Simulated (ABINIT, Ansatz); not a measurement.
Entries from a set of simulations; values are calculated unless marked as measured.

```
Li2SnF6 (P-31m): one start, several treatments of the self-energy
1.0
     4.90951    0.00000    0.00000
    -2.45476    4.25176    0.00000
     0.00000    0.00000    4.53804
Li Sn F
2 1 6
Direct
  0.66667 0.33333 0.50000
  0.33333 0.66667 0.50000
  0.00000 0.00000 0.00000
  0.32909 0.32909 0.25503
  0.67091 0.67091 0.74497
  0.67091 0.00000 0.25503
  0.32909 0.00000 0.74497
  0.00000 0.67091 0.25503
  0.00000 0.32909 0.74497
# method: RPA screening on PBEsol, plane waves, norm-conserving pseudopotentials (and 4 further levels or steps)
# program: ABINIT 10.8.3
# settings: cutoff 36 Ha, PseudoDojo scalar-relativistic 0.4.1 standard, norm-conserving, ngkpt (3, 3, 2), nband 93, ecuteps 4.2 Ha, gwcalctyp 2, nfreqre 16, nfreqim 8, inclvkb 2, freqremax 40 eV, spmeth 1, nomegasf 120, shiftk (0, 0, 0), symchi 1, awtr 1, frequency cd, 3×3×2 k-mesh
# cost: 9 runs, 6.2 min in all on 4 MPI ranks of Arm Neoverse N1, shared host
# notes: The program’s warnings: Min real frequency set to default [Ha] = and nkpt*nsppol () is not a multiple of nproc spkpt (). The cell and positions are those that the Materials Project relaxed with its own functionals (PBE, PBE+U or r2SCAN), kept fixed. Limits: no spin-orbit coupling. Static COHSEX lies above G0W0: it lacks the factor Z and overstates the Coulomb hole of the filled states. The 3×3×2 mesh is coarse for this cell, which bears on the long-range parts of exchange and screening. The norm-conserving file of at least one element keeps a d shell over frozen s and p shells of the same row. Exchange with those shells is missing from the self-energy, an error of 0.3 to 0.9 eV in cases checked, whose sign depends on which edge lies on those atoms.
# G0W0, Godby-Needs plasmon pole: 9.264 eV
# G0W0, Hybertsen-Louie plasmon pole: 9.963 eV
# G0W0, von der Linden-Horsch plasmon pole: 9.550 eV
# one-shot COHSEX: 10.331 eV
# one-shot Hartree-Fock: 17.599 eV
# G0W0, contour deformation: 9.193 eV
# known limits: short of the basis limit; exchange with frozen shells missing; no spin-orbit coupling; coarse k mesh
```

[Long decimals in the printed logs are rounded to 6 places.]

[Logs are printed without paths, hosts, clocks, repeated set-up lines and the standing remarks that a program may print on its own settings, such as how far it seeks lower states.]

[Paths, hosts, dates, memory and timing lines, banners, echoed tables and standing remarks are left out of the program output; an Ansatz launch command may be rebuilt from the run's recorded settings. Measured values are a selection of at most five: reports struck by readers or far from the other reports are left out. None is set beside runs whose start may be inverted or whose files or cutoffs have a known fault.]

[Runs of the session that timed out or met a known fault of the program may be left out.]

[Hosts, paths, dates, database ids (printed as entryN), source tags and the programs' standing remarks are cut or masked in the printed files.]

[G0W0 gaps are taken among the corrected bands and points alone; a level outside them can change the order at an edge.]

[Where Ansatz stands beside ABINIT at settings called matched, ABINIT's density can come from a denser mesh and the files from another edition; pairs whose starting gaps differed by over 0.03 eV were left out, so agreement reads better than it is.]
